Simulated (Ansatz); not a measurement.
**Ru(0001) with 2 thermally displaced layers, 2x2: scattering by thermal displacements**

Aim: the resistivity of Ru at 800 K from frozen thermal displacements between perfect leads.

Method: Ansatz plane-wave DFT, PBE, PAW files; ballistic transport by layer matching (Landauer), zero bias; PAW set soft_1, in Ansatz 0.2.0.

### 1. The starting structure

The cell holds 48 atoms: 48 Ru. Cell: a = 5.412 Å, b = 5.412 Å, c = 25.691 Å, α = 90.0°, β = 90.0°, γ = 120.0°. It derives from Ru. Regions: lead, 40 atoms (40 Ru); scattering region, 8 atoms (8 Ru). The structure is stacked along c, and the current runs across the ab planes.

### 2. With 2 displaced layers

Each atom of 2 layers is moved at random, by amounts drawn from a normal law 0.057 Å wide in each direction from the Debye model (600 K) at 800 K. The layers about the cell's end stay perfect and serve as the lead. Disorder leaves little or no symmetry, which makes such runs dear. Energies from -0.05 to 0.05 eV in steps of 0.05 eV are too few for the program's thermal sum, so it prints no conductance; for a metal the transmission near the Fermi level serves, at a fraction of the cost.

input.yaml

```yaml
crystal:
  lattice:
    - [5.4116, 0.0, 0.0]
    - [-2.7058, 4.6865830751, 0.0]
    - [0.0, 0.0, 25.6914]
  atoms:
    - { symbol: Ru, position: [0.1666666667, 0.3333333333, 0.0416666667] }
    - { symbol: Ru, position: [0.1666666667, 0.8333333333, 0.0416666667] }
    - { symbol: Ru, position: [0.6666666667, 0.3333333333, 0.0416666667] }
    - { symbol: Ru, position: [0.6666666667, 0.8333333333, 0.0416666667] }
    - { symbol: Ru, position: [0.3333333333, 0.1666666667, 0.125] }
    - { symbol: Ru, position: [0.3333333333, 0.6666666667, 0.125] }
    - { symbol: Ru, position: [0.8333333333, 0.1666666667, 0.125] }
    - { symbol: Ru, position: [0.8333333333, 0.6666666667, 0.125] }
    - { symbol: Ru, position: [0.1666666667, 0.3333333333, 0.2083333333] }
    - { symbol: Ru, position: [0.1666666667, 0.8333333333, 0.2083333333] }
    - { symbol: Ru, position: [0.6666666667, 0.3333333333, 0.2083333333] }
    - { symbol: Ru, position: [0.6666666667, 0.8333333333, 0.2083333333] }
    - { symbol: Ru, position: [0.3333333333, 0.1666666667, 0.2916666667] }
    - { symbol: Ru, position: [0.3333333333, 0.6666666667, 0.2916666667] }
    - { symbol: Ru, position: [0.8333333333, 0.1666666667, 0.2916666667] }
    - { symbol: Ru, position: [0.8333333333, 0.6666666667, 0.2916666667] }
    - { symbol: Ru, position: [0.1666666667, 0.3333333333, 0.375] }
    - { symbol: Ru, position: [0.1666666667, 0.8333333333, 0.375] }
    - { symbol: Ru, position: [0.6666666667, 0.3333333333, 0.375] }
    - { symbol: Ru, position: [0.6666666667, 0.8333333333, 0.375] }
    - { symbol: Ru, position: [0.3396235996, 0.1793910198, 0.4599787505] }
    - { symbol: Ru, position: [0.3508038474, 0.6863560156, 0.4556584722] }
    - { symbol: Ru, position: [0.8186975761, 0.1506032983, 0.4580942549] }
    - { symbol: Ru, position: [0.8437203929, 0.6663997122, 0.4594335792] }
    - { symbol: Ru, position: [0.1474338491, 0.3351220906, 0.5396543645] }
    - { symbol: Ru, position: [0.1907612574, 0.8441201738, 0.5437730587] }
    - { symbol: Ru, position: [0.6697844028, 0.3407876429, 0.5431263763] }
    - { symbol: Ru, position: [0.6600140858, 0.8272837439, 0.5414120118] }
    - { symbol: Ru, position: [0.3333333333, 0.1666666667, 0.625] }
    - { symbol: Ru, position: [0.3333333333, 0.6666666667, 0.625] }
    - { symbol: Ru, position: [0.8333333333, 0.1666666667, 0.625] }
    - { symbol: Ru, position: [0.8333333333, 0.6666666667, 0.625] }
    - { symbol: Ru, position: [0.1666666667, 0.3333333333, 0.7083333333] }
    - { symbol: Ru, position: [0.1666666667, 0.8333333333, 0.7083333333] }
    - { symbol: Ru, position: [0.6666666667, 0.3333333333, 0.7083333333] }
    - { symbol: Ru, position: [0.6666666667, 0.8333333333, 0.7083333333] }
    - { symbol: Ru, position: [0.3333333333, 0.1666666667, 0.7916666667] }
    - { symbol: Ru, position: [0.3333333333, 0.6666666667, 0.7916666667] }
    - { symbol: Ru, position: [0.8333333333, 0.1666666667, 0.7916666667] }
    - { symbol: Ru, position: [0.8333333333, 0.6666666667, 0.7916666667] }
    - { symbol: Ru, position: [0.1666666667, 0.3333333333, 0.875] }
    - { symbol: Ru, position: [0.1666666667, 0.8333333333, 0.875] }
    - { symbol: Ru, position: [0.6666666667, 0.3333333333, 0.875] }
    - { symbol: Ru, position: [0.6666666667, 0.8333333333, 0.875] }
    - { symbol: Ru, position: [0.3333333333, 0.1666666667, 0.9583333333] }
    - { symbol: Ru, position: [0.3333333333, 0.6666666667, 0.9583333333] }
    - { symbol: Ru, position: [0.8333333333, 0.1666666667, 0.9583333333] }
    - { symbol: Ru, position: [0.8333333333, 0.6666666667, 0.9583333333] }
kpoints:
  mp_grid: { grid: [5, 5, 1] }
hamiltonian:
  xc: pbe
  pseudopotentials: { kind: paw, azcp: { folder: soft_1 } }
scf:
  occupations: { method: fermi_dirac, width: 0.1 }
output:
  transmission:
    leads: [[0, 8]]
    kmesh: [10, 10]
    e_range: [-0.05, 0.05]
    de: 0.05
  write_potential: true
  write_density: true
  volumetric_format: npy
  elf: true
```

Run with:

```
ansatz run input.yaml --threads 4 --pin off --max-ram 15360MiB --backend cpu --events-out ev --progress --plain --runs-dir out
```

Numbers of over 12 decimals in the logs are rounded to 6 here.

The program printed:

```text
Engine: ansatz 0.2.0, x86_64-unknown-linux-gnu
Pseudopotentials: kind: paw
Pseudopotential: Ru, paw, valence charge 16, recommended cutoff 420 eV (normal), soft_1/Ru.paw.azcp
Functional definition: PBE
  parameter kappa = 0.804
  parameter beta = 0.066725
  exchange = pbe_x(kappa = kappa, mu = beta*pi^2/3)
  correlation = pbe_c(beta = beta)
Crystal: 48 atoms, lattice volume = 651.583 Å³
Basis set: ecut = 420 eV, 12691 PW (Γ)
Bands: 461, of which v1, the nominal top of the filled ones, is band 384 counted from 1 (383 counted from 0)
Symmetry: 1 space group operations
Space group: P1 (ITA 1), of the structure as read, at distance tolerance 8.7e-5 Å
k-points: 13 of 25 (time reversal used)
Non-local potential: Ru, projectors of the file, l = 0: 3, l = 1: 2, l = 2: 2, l = 3: 1
PAW form: soft (Blöchl's): semilocal exchange-correlation on the pseudo side does not see the compensation charge
PAW one-centre angular grid: Ru, 590 points (default); XC on 64 Gauss nodes
Initial density: superposition of atomic densities (chi_scale 0.1, normalization cell)
Initial wavefunctions: pseudopotential atomic-orbital guess
Functional: x = pbe(κ = 0.804, μ = 0.219515), c = pbe(β = 0.066725)
SCF iter   1: F=—  HF=-282208.640405 eV  |F-HF|=—  |Δ(HF+E_count)|=         —  Δρ=1.22e-1  dr2=9.31e1  ethr=3.10e-3  ⟨swp⟩=5.0  Hψ=19100  notcnv=0  defer=3
preconditioner: auto → Kerker (q_TF=auto, 2.804 Å⁻¹)  [metal: Δε(μ)=0.015 eV  Ē_g=5.264 eV  σ=0.100 eV  W_gap=0.04  n_scr=268 (ndim 8)  ℏωp=28.5 eV  f_vac=0.000  D(μ)=40.22/eV (n_scr^D=392)]
SCF iter   2: F=—  HF=-282185.241307 eV  |F-HF|=—  |Δ(HF+E_count)|=    2.34e1  Δρ=5.90e-2  dr2=2.11e1  ethr=3.10e-3  ⟨swp⟩=2.8  Hψ=12097  notcnv=0  defer=56
SCF iter   3: F=—  HF=-282178.926750 eV  |F-HF|=—  |Δ(HF+E_count)|=    6.31e0  Δρ=9.52e-3  dr2=2.65e-1  ethr=2.75e-3  ⟨swp⟩=2.0  Hψ=9310  notcnv=0  defer=56
SCF iter   4: F=—  HF=-282178.977694 eV  |F-HF|=—  |Δ(HF+E_count)|=   5.09e-2  Δρ=1.07e-3  dr2=4.69e-3  ethr=3.46e-5  ⟨swp⟩=2.0  Hψ=11206  notcnv=0  defer=55
SCF iter   5: F=—  HF=-282178.978486 eV  |F-HF|=—  |Δ(HF+E_count)|=   7.92e-4  Δρ=2.21e-4  dr2=2.16e-4  ethr=6.11e-7  ⟨swp⟩=3.0  Hψ=13043  notcnv=0  defer=55
SCF iter   6: F=—  HF=-282178.978490 eV  |F-HF|=—  |Δ(HF+E_count)|=   4.30e-6  Δρ=4.84e-5  dr2=1.49e-5  ethr=2.82e-8  ⟨swp⟩=3.0  Hψ=11746  notcnv=0  defer=55
SCF iter   7: F=—  HF=-282178.979831 eV  |F-HF|=—  |Δ(HF+E_count)|=   1.34e-3  Δρ=1.14e-5  dr2=1.33e-6  ethr=1.94e-9  ⟨swp⟩=2.0  Hψ=8323  notcnv=0  defer=55
SCF iter   8: F=-282178.979831 eV  HF=-282178.979831 eV  |F-HF|=4.89e-8  |Δ(HF+E_count)|=   1.26e-7  Δρ=1.98e-6  dr2=5.88e-8  ethr=1.30e-11  ⟨swp⟩=7.0  Hψ=16631  notcnv=0
SCF 1 converged in 8 iterations: F = -282178.979831 eV  dr2 = 5.88e-8
  greatest PAW one-centre occupation: 1.000 electrons in one spin orbital (limit 2), on the Ru atom at site 21 (counted from 0), in its partial waves of l = 0
transmission: 251 of 2496 steps passed
transmission: 500 of 2496 steps passed
[...]
transmission: 2496 of 2496 steps passed
SCF converged after 8 iterations
Free energy (F): -282178.979831 eV
Harris-Foulkes:  -282178.979831 eV  (|F-HF|=4.89e-8)
Internal energy: -282177.456554 eV  (E = F + TS)
E sigma→0 (E₀):  -282178.218192 eV
Entropy (-TS):   -1.523277 eV (-31.735 meV/atom)
Fermi energy:    23.339674 eV
--- Per-component energies (eV) ---
  E_band       = -2694.470881
  E_kinetic    = 22102.600085
  E_local      = -60985.842521  (includes V_loc(G=0)·N_el)
  E_nonlocal   = 19799.292558
  E_hartree    = 20224.282818
  E_xc         = -8168.089214
  E_vxc        = -10330.191889  (∫ρ·V_xc dr)
  E_paw        = -168072.009171  (= ΣΔE_a)
  E_vpaw       = -13728.922731  (= ΣTr[D̂ρ^β])
  E_aug_tail   = 0.030144  (compensation charges beyond the density's cutoff)
  E_ewald      = -107077.721253
  E_smearing   = -1.523277  (= −TS)
  E_closure    = -0.000000  (closes the sum)
  Σ components = -282178.979831   (vs F -282178.979831, Δ=0.00e0)
--- Band table (eV; the first three rows and the last of 13) ---
  k-point 0: bands = [... 380 lower, 23.8785, 23.8872, 24.3392, 24.3586, 24.3712, 24.3792, 24.4717, 24.5029, ... 73 higher]
  k-point 1: bands = [... 380 lower, 23.4807, 23.4969, 23.5165, 23.8260, 23.8329, 24.0108, 24.0250, 24.1090, ... 73 higher]
  k-point 2: bands = [... 380 lower, 22.9764, 23.0033, 23.0237, 23.1072, 23.1783, 23.1889, 23.3670, 23.3740, ... 73 higher]
  k-point 12: bands = [... 380 lower, 23.0898, 23.1239, 23.1461, 23.3094, 23.3331, 23.3723, 23.3755, 23.3846, ... 73 higher]
--- Transmission ---
  basis      : 223 plane waves across, 48 finite elements along
  points     : 52, standing for a mesh of 10 x 10
  energies   : 3 from -0.050000 to 0.050000 eV about the Fermi level, 0.050000 eV apart; the leads are filled to 0.000000 eV, and channels, transmission and decay are at 0.000000 eV
  crystal 0  : Ru8, at the sites [0, 8], period 4.2819 Å, over 21.41 Å; its Hamiltonian steps by up to 4.2 meV
    offset         : up to 0.0000 Å between an atom of the period and one for which it stands
    channels       : 5.160000e0 a spin
    conductance    : none, the energies end too early or step too widely for 300 K: set another output.transmission.e_range or a lower de, or, where they end at an eighth of basis.ecutwfc, a higher one
  junction   : crystal 0 to crystal 0, 0.70 to 22.11 Å
    transmission   : 4.826797e0 a spin
    conductance    : none, the energies end too early or step too widely for 300 K: set another output.transmission.e_range or a lower de, or, where they end at an eighth of basis.ecutwfc, a higher one
```

Elapsed: 5.5 min, on 4 threads of Intel Xeon Platinum 8488C (Sapphire Rapids), shared host; peak memory 6.5 GiB; 20 min of CPU time.

Reading the cycles: dr2 is the Hartree energy of the density residual (eV), the measure of convergence; HF is the Harris–Foulkes estimate of the energy, which meets the free energy F at convergence.

This step gave:

* free energy: -282178.9798 eV
* energy at zero smearing: -282178.2182 eV
* Fermi energy: 23.34 eV
* cell area: 25.36 Å²
* transmission per spin nearest the Fermi level: 4.827
* open channels per spin nearest the Fermi level: 5.16
* step of the lead's potential: 4.2 meV

Per spin. Table of transmission, zone mean by energy, zero at the Fermi level:

```
energy (eV)  transmission, zone mean
    -0.0500                     4.89
     0.0000                     4.83
     0.0500                     5.11
```

Per spin. Open channels, zone mean, lead against energy, zero at the Fermi level:

```
energy (eV)  open channels, zone mean, lead
    -0.0500                            5.16
     0.0000                            5.16
     0.0500                            5.64
```

Transmission over k1 and k2. At 0.0000 eV from the Fermi level.

Values, 10 rows by 10 columns:
```
 3.5  3.7  4.6  4.4  4.6  3.7  3.5  2.6  2.0  2.3
 3.0  4.4  4.9  4.9  4.9  4.9  4.4  2.9  2.0  2.0
 3.0  4.1  4.9  6.6  8.8  6.5  4.8  4.0  2.9  2.6
 3.7  4.5  4.9  8.7 11.6 11.6  8.7  4.8  4.3  3.6
 5.2  3.1  4.8  6.6 11.7 11.8 11.7  6.6  4.8  3.1
 3.7  3.6  4.3  4.8  8.7 11.6 11.6  8.7  4.9  4.5
 3.0  2.6  2.9  4.0  4.8  6.5  8.8  6.6  4.9  4.1
 3.0  2.0  2.0  2.9  4.4  4.9  4.9  4.9  4.9  4.4
 3.5  2.3  2.0  2.6  3.5  3.7  4.6  4.4  4.6  3.7
 5.0  3.7  3.0  3.0  3.8  5.5  3.8  3.0  3.0  3.7
```
Columns: k1 (b1) from -0.5 to 0.4; rows upwards: k2 (b2) from -0.5 to 0.4.

Open channels over k1 and k2. At 0.0000 eV from the Fermi level.

Values, 10 rows by 10 columns:
```
 4.0  4.0  5.0  5.0  5.0  4.0  4.0  3.0  2.0  3.0
 3.0  5.0  5.0  5.0  5.0  5.0  5.0  3.0  2.0  2.0
 3.0  5.0  5.0  7.0  9.0  7.0  5.0  5.0  3.0  3.0
 4.0  5.0  5.0  9.0 12.0 12.0  9.0  5.0  5.0  4.0
 6.0  4.0  5.0  7.0 12.0 12.0 12.0  7.0  5.0  4.0
 4.0  4.0  5.0  5.0  9.0 12.0 12.0  9.0  5.0  5.0
 3.0  3.0  3.0  5.0  5.0  7.0  9.0  7.0  5.0  5.0
 3.0  2.0  2.0  3.0  5.0  5.0  5.0  5.0  5.0  5.0
 4.0  3.0  2.0  3.0  4.0  4.0  5.0  5.0  5.0  4.0
 6.0  4.0  3.0  3.0  4.0  6.0  4.0  3.0  3.0  4.0
```
Columns: k1 (b1) from -0.5 to 0.4; rows upwards: k2 (b2) from -0.5 to 0.4.

ELF in the ca plane at fractional y = 0.151, with atoms of Ru within 0.2 Å of it. It is the smooth field of the valence electrons, not physical close to the nuclei.

Ten even steps from '0' (0.21) to '9' (0.60), each cell a mean:
```
11112158731211011257621111111268611111121378
21221399971221221599961211221699951221221799
22221498981221220697971222221698951221221798
11121279951211121499951210121489831211121599
12211113311112111124311001101123201112111133
14300211111024300112111013201111120034201111
13201111111013201112101012101111111023101111
11111158731211111157731211121268621111121378
21221399971221220499971222221699951221221799
22221498981222220498971221221798951221221798
11121279951211121279951211121489831211121599
12211113311112101023211111111023201112111133
14300211111024300211121023101111120034201111
13201111111013201111111023201112111023101111
```
Columns run along c (16.0 Å, from fractional 0.19 to 0.81 of the cell), rows up along a (5.4 Å). Atoms in or near the plane, at fractional coordinates: Ru at (0.29, 0.33), Ru at (0.29, 0.83), Ru at (0.46, 0.34), Ru at (0.46, 0.82), Ru at (0.62, 0.33), Ru at (0.62, 0.83), Ru at (0.79, 0.33), Ru at (0.79, 0.83).

Electrostatic potential energy in the ca plane at fractional y = 0.151, with atoms of Ru within 0.2 Å of it. With pseudopotentials it is smooth inside the atoms' cores, unlike the true potential.

Ten even steps from '0' (-71 eV) to '9' (24 eV), each cell a mean:
```
99999964579999999864589999999854589999999754
99999720048999999620159999999510169999998400
99999610038999999510049999999400169999998400
99999842369999999731369999999732379999999632
98899987899998899987799998999987899988999987
87799999999987799999999987899999999977899999
88899998999988899998999988899998999988899998
99999964579999999864579999999854589999999754
99999720048999999720159999999510169999998400
99999610038999999610048999999400169999998400
99999842369999999842369999999732379999999632
98899987899998899987899998999987899988999987
87799999999987799999999987899999999977899999
88899998999988899999999987899998999988899998
```
Columns run along c (16.0 Å, from fractional 0.19 to 0.81 of the cell; values clipped at the 3rd and 97th percentile), rows up along a (5.4 Å). Atoms in or near the plane, at fractional coordinates: Ru at (0.29, 0.33), Ru at (0.29, 0.83), Ru at (0.46, 0.34), Ru at (0.46, 0.82), Ru at (0.62, 0.33), Ru at (0.62, 0.83), Ru at (0.79, 0.33), Ru at (0.79, 0.83).

Valence density in the ca plane at fractional y = 0.151, with atoms of Ru within 0.2 Å of it. It is the smooth field of the valence electrons, not physical close to the nuclei.

Values in units of 1e0 e/Å³, 8 rows by 16 columns, each cell a mean:
```
0.4 0.4 4.1 2.2 0.4 0.4 2.3 3.6 0.4 0.4 1.1 5.0 0.7 0.4 0.5 4.6
0.3 0.4 6.9 3.6 0.3 0.3 4.3 6.7 0.4 0.3 1.7 8.4 1.0 0.3 0.6 7.7
0.7 0.4 1.4 0.8 0.6 0.5 1.0 1.5 0.4 0.6 0.5 1.6 0.4 0.7 0.4 1.5
0.9 0.4 0.5 0.4 0.7 0.7 0.4 0.5 0.4 0.8 0.3 0.5 0.3 1.0 0.4 0.5
0.4 0.4 4.1 2.2 0.4 0.4 2.1 3.9 0.4 0.4 1.1 5.0 0.7 0.4 0.5 4.6
0.3 0.4 6.9 3.6 0.3 0.3 3.6 6.7 0.4 0.3 1.7 8.4 1.0 0.3 0.6 7.7
0.7 0.4 1.4 0.8 0.6 0.5 0.8 1.3 0.4 0.5 0.5 1.6 0.4 0.7 0.4 1.5
0.9 0.4 0.5 0.4 0.7 0.7 0.4 0.4 0.5 0.9 0.3 0.5 0.3 1.0 0.4 0.5
```
Columns run along c (16.0 Å, from fractional 0.19 to 0.81 of the cell), rows up along a (5.4 Å). Atoms in or near the plane, at fractional coordinates: Ru at (0.29, 0.33), Ru at (0.29, 0.83), Ru at (0.46, 0.34), Ru at (0.46, 0.82), Ru at (0.62, 0.33), Ru at (0.62, 0.83), Ru at (0.79, 0.33), Ru at (0.79, 0.83).

Over the solved energies the transmission per spin lies between 4.83 and 5.11, out of 5.32 channels of the lead on average (up to 5.64).

(Part 1 of 2 ends here.)

[Logs are printed without paths, hosts, clocks, repeated set-up lines and the standing remarks that a program may print on its own settings, such as how far it seeks lower states.]

[Hosts, paths, dates, database ids (printed as entryN), source tags and the programs' standing remarks are cut or masked in the printed files.]
